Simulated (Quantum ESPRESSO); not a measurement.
## Fixed-spin-moment curve of MnSe

Aim: the energy of MnSe as a function of the total spin moment of its primitive cell.

Calculated with Quantum ESPRESSO 7.5; LDA; plane waves with GBRV 1.5 LDA potentials, no spin-orbit coupling.

The database entry behind the starting cell differs from later determinations by our own check (about 0.4 % short), so it need not match the best structure at ambient conditions.

## (1) The structure

The structure is cubic, space group Fm-3m (No. 225). Conventional cell: a = 5.440 Å, b = 5.440 Å, c = 5.440 Å, α = 90.00°, β = 90.00°, γ = 90.00°. Mn has 6 Se at 2.72 Å nearest. Nearest to Se lie 6 Mn at 2.72 Å. Farther neighbours and most contacts between anions are not listed.

The cell comes from the Crystallography Open Database.

## (2) The free run

Input file pw.in:

```
&CONTROL
  calculation = 'scf'
  prefix = 'pwscf'
  outdir = './tmp'
  pseudo_dir = './pseudo'
  disk_io = 'nowf'
/
&SYSTEM
  ibrav = 0
  celldm(1) = 8
  nat = 2
  ntyp = 2
  ecutwfc = 40
  ecutrho = 280
  nbnd = 19
  occupations = 'smearing'
  smearing = 'fd'
  degauss = 0.00734986
  nspin = 2
  starting_magnetization(1) = 0.3
  starting_magnetization(2) = 0
/
&ELECTRONS
  conv_thr = 4d-09
  electron_maxstep = 150
  mixing_beta = 0.3
/
ATOMIC_SPECIES
Mn     54.9380 mn_lda_v1.5.uspp.F.UPF
Se     78.9710 se_lda_v1.uspp.F.UPF
CELL_PARAMETERS alat
   0.0000000000000    0.6425068823728    0.6425068823728
   0.6425068823728    0.0000000000000    0.6425068823728
   0.6425068823728    0.6425068823728    0.0000000000000
ATOMIC_POSITIONS crystal
Mn      0.0000000000    0.0000000000    0.0000000000
Se      0.5000000000    0.5000000000    0.5000000000
K_POINTS automatic
8 8 8 0 0 0
```

The run is started by

```bash
OMP_NUM_THREADS=1 mpirun -n 2 pw.x -nk 2 -in pw.in > pw.out
```

What it wrote:

```text
Program PWSCF v.7.5 starts

     Message from routine setup:
     using ibrav=0 with symmetry is DISCOURAGED, use correct ibrav instead

     K-points division:     npool     =       2
     Subspace diagonalization in iterative solution of the eigenvalue problem:

     G-vector sticks info
     --------------------
     sticks:   dense  smooth     PW     G-vecs:    dense   smooth      PW
     Sum        1027     583    187                21595     9377    1639

     Using Slab Decomposition

     bravais-lattice index     =            0
     lattice parameter (alat)  =       8.0000  a.u.
     unit-cell volume          =     271.6022 (a.u.)^3
     number of atoms/cell      =            2
     number of atomic types    =            2
     number of electrons       =        21.00
     number of Kohn-Sham states=           19
     kinetic-energy cutoff     =      40.0000  Ry
     charge density cutoff     =     280.0000  Ry
     scf convergence threshold =      4.0E-09
     mixing beta               =       0.3000
     number of iterations used =            8  plain     mixing
     Exchange-correlation= SLA  PZ   NOGX NOGC
                           (   1   1   0   0   0   0   0)

     celldm(1)=   8.000000  celldm(2)=   0.000000  celldm(3)=   0.000000
     celldm(4)=   0.000000  celldm(5)=   0.000000  celldm(6)=   0.000000

     crystal axes: (cart. coord. in units of alat)
               a(1) = (   0.000000   0.642507   0.642507 )
               a(2) = (   0.642507   0.000000   0.642507 )
               a(3) = (   0.642507   0.642507   0.000000 )

     reciprocal axes: (cart. coord. in units 2 pi/alat)
               b(1) = ( -0.778202  0.778202  0.778202 )
               b(2) = (  0.778202 -0.778202  0.778202 )
               b(3) = (  0.778202  0.778202 -0.778202 )

     PseudoPot. # 1 for Mn read from file:
     mn_lda_v1.5.uspp.F.UPF
     Pseudo is Ultrasoft + core correction, Zval = 15.0
     Generated by new atomic code, or converted to UPF format
     Using radial grid of  859 points,  6 beta functions with:
                l(1) =   0
                l(2) =   0
                l(3) =   1
                l(4) =   1
                l(5) =   2
                l(6) =   2
     Q(r) pseudized with  8 coefficients,  rinner =    0.950   0.950   0.950
                                                       0.950   0.950

     PseudoPot. # 2 for Se read from file:
     se_lda_v1.uspp.F.UPF
     Pseudo is Ultrasoft + core correction, Zval =  6.0
     Generated by new atomic code, or converted to UPF format
     Using radial grid of  877 points,  6 beta functions with:
                l(1) =   0
                l(2) =   0
                l(3) =   1
                l(4) =   1
                l(5) =   2
                l(6) =   2
     Q(r) pseudized with  8 coefficients,  rinner =    1.300   1.300   1.300
                                                       1.300   1.300

     atomic species   valence    mass     pseudopotential
     Mn               15.00    54.93800     Mn( 1.00)
     Se                6.00    78.97100     Se( 1.00)

     Starting magnetic structure
     atomic species   magnetization
     Mn              0.300
     Se              0.000

     48 Sym. Ops., with inversion, found

   Cartesian axes

     site n.     atom                  positions (alat units)
         1        Mn     tau(   1) = (   0.0000000   0.0000000   0.0000000  )
         2        Se     tau(   2) = (   0.6425069   0.6425069   0.6425069  )

     number of k points=    29  Fermi-Dirac smearing, width (Ry)=  0.0073
                       cart. coord. in units 2pi/alat
        k(    1) = (   0.0000000   0.0000000   0.0000000), wk =   0.0019531
        k(    2) = (   0.0972752   0.0972752  -0.0972752), wk =   0.0156250
        k(    3) = (   0.1945504   0.1945504  -0.1945504), wk =   0.0156250
        k(    4) = (   0.2918257   0.2918257  -0.2918257), wk =   0.0156250
        k(    5) = (  -0.3891009  -0.3891009   0.3891009), wk =   0.0078125
        [... 24 further k-points ...]

     Dense  grid:    21595 G-vectors     FFT dimensions: (  40,  40,  40)

     Smooth grid:     9377 G-vectors     FFT dimensions: (  30,  30,  30)

     Check: negative core charge=   -0.000028
     Generating pointlists ...
     new r_m :   0.2650 (alat units)  2.1203 (a.u.) for type    1
     new r_m :   0.2650 (alat units)  2.1203 (a.u.) for type    2

     Initial potential from superposition of free atoms

     starting charge      20.4999, renormalised to      21.0000
     Starting wfcs are   17 randomized atomic wfcs +    2 random wfcs

     Self-consistent Calculation

     iteration #  1     ecut=    40.00 Ry     beta= 0.30
     Davidson diagonalization with overlap
     ethr =  1.00E-02,  avg # of iterations =  5.3

     total energy              =    -254.21574610 Ry
     estimated scf accuracy    <       0.65069543 Ry

     total magnetization       =     4.53 Bohr mag/cell
     absolute magnetization    =     4.53 Bohr mag/cell

     iteration #  2     ecut=    40.00 Ry     beta= 0.30
     Davidson diagonalization with overlap
     ethr =  3.10E-03,  avg # of iterations =  1.8

     total energy              =    -254.36358804 Ry
     estimated scf accuracy    <       0.07737665 Ry

     total magnetization       =     4.37 Bohr mag/cell
     absolute magnetization    =     4.37 Bohr mag/cell

     iteration #  3     ecut=    40.00 Ry     beta= 0.30
     Davidson diagonalization with overlap
     ethr =  3.68E-04,  avg # of iterations =  1.7

     total energy              =    -254.37876753 Ry
     estimated scf accuracy    <       0.00815843 Ry

     total magnetization       =     4.59 Bohr mag/cell
     absolute magnetization    =     4.59 Bohr mag/cell

     [... further iterations left out ...]

     iteration #  8     ecut=    40.00 Ry     beta= 0.30
     Davidson diagonalization with overlap
     ethr =  5.99E-08,  avg # of iterations =  2.0

     negative rho (up, down):  0.000E+00 2.267E-04

     total energy              =    -254.38047562 Ry
     estimated scf accuracy    <       0.00000033 Ry

     total magnetization       =     4.59 Bohr mag/cell
     absolute magnetization    =     4.59 Bohr mag/cell

     iteration #  9     ecut=    40.00 Ry     beta= 0.30
     Davidson diagonalization with overlap
     ethr =  1.57E-09,  avg # of iterations =  3.5

     negative rho (up, down):  0.000E+00 2.266E-04

     total energy              =    -254.38047584 Ry
     estimated scf accuracy    <       0.00000002 Ry

     total magnetization       =     4.59 Bohr mag/cell
     absolute magnetization    =     4.59 Bohr mag/cell

     iteration # 10     ecut=    40.00 Ry     beta= 0.30
     Davidson diagonalization with overlap
     ethr =  1.04E-10,  avg # of iterations =  3.4

     negative rho (up, down):  0.000E+00 2.264E-04

     total energy              =    -254.38047583 Ry
     estimated scf accuracy    <       0.00000005 Ry

     total magnetization       =     4.59 Bohr mag/cell
     absolute magnetization    =     4.59 Bohr mag/cell

     iteration # 11     ecut=    40.00 Ry     beta= 0.30
     Davidson diagonalization with overlap
     ethr =  1.04E-10,  avg # of iterations =  1.9

     negative rho (up, down):  0.000E+00 2.263E-04

     Magnetic moment per site  (integrated on atomic sphere of radius R)
     atom   1 (R=0.265)  charge= 13.3908  magn=  4.1532
     atom   2 (R=0.265)  charge=  4.3309  magn=  0.1106

     End of self-consistent calculation

     [... lines left out ...]
     the Fermi energy is     9.2617 ev

!    total energy              =    -254.38047585 Ry
     estimated scf accuracy    <          1.4E-09 Ry
     smearing contrib. (-TS)   =      -0.00244769 Ry
     internal energy E=F+TS    =    -254.37802815 Ry

     The total energy is F=E-TS. E is the sum of the following terms:
     one-electron contribution =    -140.72284265 Ry
     hartree contribution      =      77.45432190 Ry
     xc contribution           =     -55.62448782 Ry
     ewald contribution        =    -135.48501958 Ry

     total magnetization       =     4.59 Bohr mag/cell
     absolute magnetization    =     4.59 Bohr mag/cell

     convergence has been achieved in  11 iterations

=------------------------------------------------------------------------------=
   JOB DONE.
=------------------------------------------------------------------------------=
```

It took 8.3 s on 2 MPI ranks of Intel Xeon 6975P-C (Granite Rapids), shared host; peak memory 0.22 GiB; 16 s of CPU time.

Spin moment in the atom's sphere by atom:

| atom | spin moment in the atom's sphere (μB) |
| --- | --- |
| Mn1 | 4.15 |
| Se2 | 0.11 |

Read from the output:

- smearing term TS: 0.03330 eV
- magnetization: 4.594 μB
- absolute magnetization: 4.594 μB
- final state: ferromagnetic

## (3) Moment fixed at 0 μB

The two spin channels are filled to separate Fermi energies, so that the total moment meets the target. Half of the up one less the down one is the slope dE/dM.

Edit pw.in of step 2 so:

```diff
@@ -14,3 +14,3 @@
   ecutrho = 280
-  nbnd = 19
+  nbnd = 20
   occupations = 'smearing'
@@ -19,4 +19,5 @@
   nspin = 2
-  starting_magnetization(1) = 0.3
+  starting_magnetization(1) = 0.015
   starting_magnetization(2) = 0
+  tot_magnetization = 0
 /
```

What it wrote:

```text
     [... lines left out ...]
Program PWSCF v.7.5 starts
     [... lines left out ...]
     number of atoms/cell      =            2
     [... lines left out ...]
     number of electrons       =        21.00 (up:  10.50, down:  10.50)
     number of Kohn-Sham states=           20
     kinetic-energy cutoff     =      40.0000  Ry
     charge density cutoff     =     280.0000  Ry
     scf convergence threshold =      4.0E-09
     [... lines left out ...]
     48 Sym. Ops., with inversion, found
     [... lines left out ...]
     number of k points=    29  Fermi-Dirac smearing, width (Ry)=  0.0073
     [... lines left out ...]
     iteration # 12     ecut=    40.00 Ry     beta= 0.30
     [... lines left out ...]
     Magnetic moment per site  (integrated on atomic sphere of radius R)
     atom   1 (R=0.265)  charge= 13.4916  magn= -0.0000
     atom   2 (R=0.265)  charge=  4.2232  magn=  0.0000
     [... lines left out ...]
     the spin up/dw Fermi energies are     8.7269    8.7269 ev
!    total energy              =    -254.24812330 Ry
     estimated scf accuracy    <          2.2E-09 Ry
     smearing contrib. (-TS)   =      -0.02062057 Ry
     [... lines left out ...]
     total magnetization       =    -0.00 Bohr mag/cell
     absolute magnetization    =     0.00 Bohr mag/cell
     convergence has been achieved in  12 iterations
```

Run time: 8.6 s. Hardware: 2 MPI ranks; peak memory 0.22 GiB; 17 s of CPU time.

Read from the output:

| Quantity | Value |
| --- | --- |
| magnetization | 0 μB |
| absolute magnetization | 0 μB |
| half the difference of the two Fermi energies | 0 meV |
| largest moment | 0 μB |

## (4) Moment fixed at 0.775 μB

Edit pw.in of step 3 so:

```diff
@@ -14,3 +14,3 @@
   ecutrho = 280
-  nbnd = 20
+  nbnd = 21
   occupations = 'smearing'
@@ -19,5 +19,5 @@
   nspin = 2
-  starting_magnetization(1) = 0.015
+  starting_magnetization(1) = 0.0517
   starting_magnetization(2) = 0
-  tot_magnetization = 0
+  tot_magnetization = 0.775
 /
```

What it wrote:

```text
     [... lines left out ...]
Program PWSCF v.7.5 starts
     [... lines left out ...]
     number of atoms/cell      =            2
     [... lines left out ...]
     number of electrons       =        21.00 (up:  10.89, down:  10.11)
     number of Kohn-Sham states=           21
     kinetic-energy cutoff     =      40.0000  Ry
     charge density cutoff     =     280.0000  Ry
     scf convergence threshold =      4.0E-09
     [... lines left out ...]
     48 Sym. Ops., with inversion, found
     [... lines left out ...]
     number of k points=    29  Fermi-Dirac smearing, width (Ry)=  0.0073
     [... lines left out ...]
     iteration # 12     ecut=    40.00 Ry     beta= 0.30
     [... lines left out ...]
     Magnetic moment per site  (integrated on atomic sphere of radius R)
     atom   1 (R=0.265)  charge= 13.4910  magn=  0.8333
     atom   2 (R=0.265)  charge=  4.2246  magn= -0.0641
     [... lines left out ...]
     the spin up/dw Fermi energies are     8.4798    9.0137 ev
!    total energy              =    -254.25588089 Ry
     estimated scf accuracy    <          1.5E-09 Ry
     smearing contrib. (-TS)   =      -0.01860055 Ry
     [... lines left out ...]
     total magnetization       =     0.77 Bohr mag/cell
     absolute magnetization    =     0.96 Bohr mag/cell
     convergence has been achieved in  12 iterations
```

The job ended after 8.8 s (2 MPI ranks; peak memory 0.22 GiB).

Spin moment in the atom's sphere by atom:

```csv
atom,spin moment in the atom's sphere (μB)
Mn1,0.833
Se2,-0.064
```

Read from the output:

- magnetization: 0.775 μB
- absolute magnetization: 0.955 μB
- half the difference of the two Fermi energies: -266.9 meV

## (5) Moment fixed at 1.551 μB

Edit pw.in of step 4 so:

```diff
@@ -19,5 +19,5 @@
   nspin = 2
-  starting_magnetization(1) = 0.0517
+  starting_magnetization(1) = 0.1034
   starting_magnetization(2) = 0
-  tot_magnetization = 0.775
+  tot_magnetization = 1.551
 /
```

What it wrote:

```text
     [... lines left out ...]
Program PWSCF v.7.5 starts
     [... lines left out ...]
     number of atoms/cell      =            2
     [... lines left out ...]
     number of electrons       =        21.00 (up:  11.28, down:   9.72)
     number of Kohn-Sham states=           21
     kinetic-energy cutoff     =      40.0000  Ry
     charge density cutoff     =     280.0000  Ry
     scf convergence threshold =      4.0E-09
     [... lines left out ...]
     48 Sym. Ops., with inversion, found
     [... lines left out ...]
     number of k points=    29  Fermi-Dirac smearing, width (Ry)=  0.0073
     [... lines left out ...]
     iteration # 14     ecut=    40.00 Ry     beta= 0.30
     [... lines left out ...]
     Magnetic moment per site  (integrated on atomic sphere of radius R)
     atom   1 (R=0.265)  charge= 13.4889  magn=  1.6406
     atom   2 (R=0.265)  charge=  4.2292  magn= -0.1129
     [... lines left out ...]
     the spin up/dw Fermi energies are     8.3405    9.2863 ev
!    total energy              =    -254.27739739 Ry
     estimated scf accuracy    <          9.6E-10 Ry
     smearing contrib. (-TS)   =      -0.01428858 Ry
     [... lines left out ...]
     total magnetization       =     1.55 Bohr mag/cell
     absolute magnetization    =     1.86 Bohr mag/cell
     convergence has been achieved in  14 iterations
```

Wall time 10 s (2 MPI ranks); peak memory 0.22 GiB.

Read from the output:

```yaml
magnetization: 1.551 μB
absolute_magnetization: 1.863 μB
half_the_difference_of_the_two_fermi_energies: -472.9 meV
largest_moment: 1.641 μB
```

## (6) A faulty input

One input was spoiled on purpose, to see how the program answers.

Input file pw.in:

```
&CONTROL
  calculation = 'scf'
  prefix = 'pwscf'
  outdir = './tmp'
  pseudo_dir = './pseudo'
  disk_io = 'nowf'
/
&SYSTEM
  ibrav = 0
  nat = 2
  ntyp = 2
  ecutwfc = 40
  ecutrho = 280
  nbnd = 11
  occupations = 'smearing'
  smearing = 'fd'
  degauss = 0.00734986
  nspin = 2
  starting_magnetization(1) = 0.3
  starting_magnetization(2) = 0
/
&ELECTRONS
  conv_thr = 4d-09
  electron_maxstep = 50
  mixing_beta = 0.3
/
ATOMIC_SPECIES
Mn     54.9380 mn_lda_v1.5.uspp.F.UPF
Se     78.9710 se_lda_v1.uspp.F.UPF
CELL_PARAMETERS angstrom
   0.0000000000    2.7200000000    2.7200000000
   2.7200000000    0.0000000000    2.7200000000
   2.7200000000    2.7200000000    0.0000000000
ATOMIC_POSITIONS crystal
Mn      0.0000000000    0.0000000000    0.0000000000
Se      0.5000000000    0.5000000000    0.5000000000
K_POINTS automatic
8 8 8 0 0 0
```

What it wrote:

```text
     [... lines left out ...]
Program PWSCF v.7.5 starts
     [... lines left out ...]
     number of atoms/cell      =            2
     [... lines left out ...]
     number of electrons       =        21.00
     number of Kohn-Sham states=           11
     kinetic-energy cutoff     =      40.0000  Ry
     charge density cutoff     =     280.0000  Ry
     scf convergence threshold =      4.0E-09
     [... lines left out ...]
     48 Sym. Ops., with inversion, found
     [... lines left out ...]
     number of k points=    29  Fermi-Dirac smearing, width (Ry)=  0.0073
     [... lines left out ...]
     iteration # 50     ecut=    40.00 Ry     beta= 0.30
     [... lines left out ...]
     estimated scf accuracy    <       0.00001327 Ry
     total magnetization       =     1.00 Bohr mag/cell
     absolute magnetization    =     1.25 Bohr mag/cell
     [... lines left out ...]
     convergence NOT achieved after  50 iterations: stopping
[key lines of the parts left out:]
total energy              =    -254.25458970 Ry
```

The job ended after 25 s (2 MPI ranks; peak memory 0.21 GiB).

Residual by cycle:

cycle, log10 residual and a bar from the least value:
```
        1        1.2 ##############################
        5        0.3 #########################
       10       -1.5 ################
       14       -2.8 #########
       19       -2.8 #########
       23       -2.7 #########
       28       -0.9 ###################
       32       -2.4 ###########
       37       -4.1 ##
       41       -4.5 
       46       -4.4 #
       50       -3.7 ####
```

The run stopped without converging, so none of its numbers is a property of the system.

After 50 cycles the residual stands at 1.8e-4, against 0.18 at cycle 26 and a least value of 4.1e-7. The cap of 50 cycles in the input ended the loop.

The fault put into the input: too few bands.

## (7) The curve

The runs not shown differ in the target, the start and the number of states alone. The point at 4.59 μB is the free run, entered with slope zero.

Energy over the lowest against total spin moment:

| total spin moment (μB a cell) | energy over the lowest (meV a cell) |
| --- | --- |
| 0.00 | 1801 |
| 0.78 | 1695 |
| 1.55 | 1402 |
| 2.33 | 986 |
| 3.10 | 524 |
| 3.88 | 143 |
| 4.59 | 0 |
| 4.65 | 1.89 |
| 5.43 | 877 |
| 6.20 | 2924 |

The dE/dM by total spin moment:

```csv
total spin moment (μB a cell),dE/dM (meV/μB)
0.00,-0.0196
0.78,-267
1.55,-473
2.33,-587
3.10,-584
3.88,-348
4.59,0
4.65,68.4
5.43,2243
6.20,2939
```

Table of largest site moment by total spin moment:

| total spin moment (μB a cell) | largest site moment (μB) |
| --- | --- |
| 0.00 | 0 |
| 0.78 | 0.833 |
| 1.55 | 1.64 |
| 2.33 | 2.40 |
| 3.10 | 3.09 |
| 3.88 | 3.69 |
| 4.59 | 4.15 |
| 4.65 | 4.19 |
| 5.43 | 4.49 |
| 6.20 | 4.67 |

## (8) What came out

| Quantity | Value |
| --- | --- |
| moment of the free run | 4.59 μB a cell |
| energy at zero total moment | 1801 meV a cell over the lowest |
| ΔE/ΔM² from the lowest point to 5.43 and to 3.88 μB | 1263 and 277 meV/μB² |

**Reading.** At zero total moment the site moments vanish, so the 1801 meV a cell is the energy of forming them. The points show one minimum alone. The cell holds one seeded atom, so opposed orders, which may lie lower, cannot form in it. Energies are free energies at an electronic temperature of 1160 K, which lowers moments and differences where the moments are itinerant.

[Logs and program files are shortened in this print: banners, set-up blocks, solver, clock and traceback lines can be left out without a mark of their own.]

[Logs are printed without paths, hosts, clocks, repeated set-up lines and the standing remarks that a program may print on its own settings, such as how far it seeks lower states.]

[Hosts, paths, dates, database ids (printed as entryN), source tags and the programs' standing remarks are cut or masked in the printed files.]

[Where a cell is said to come from a database of computed structures, the database is the Materials Project.]
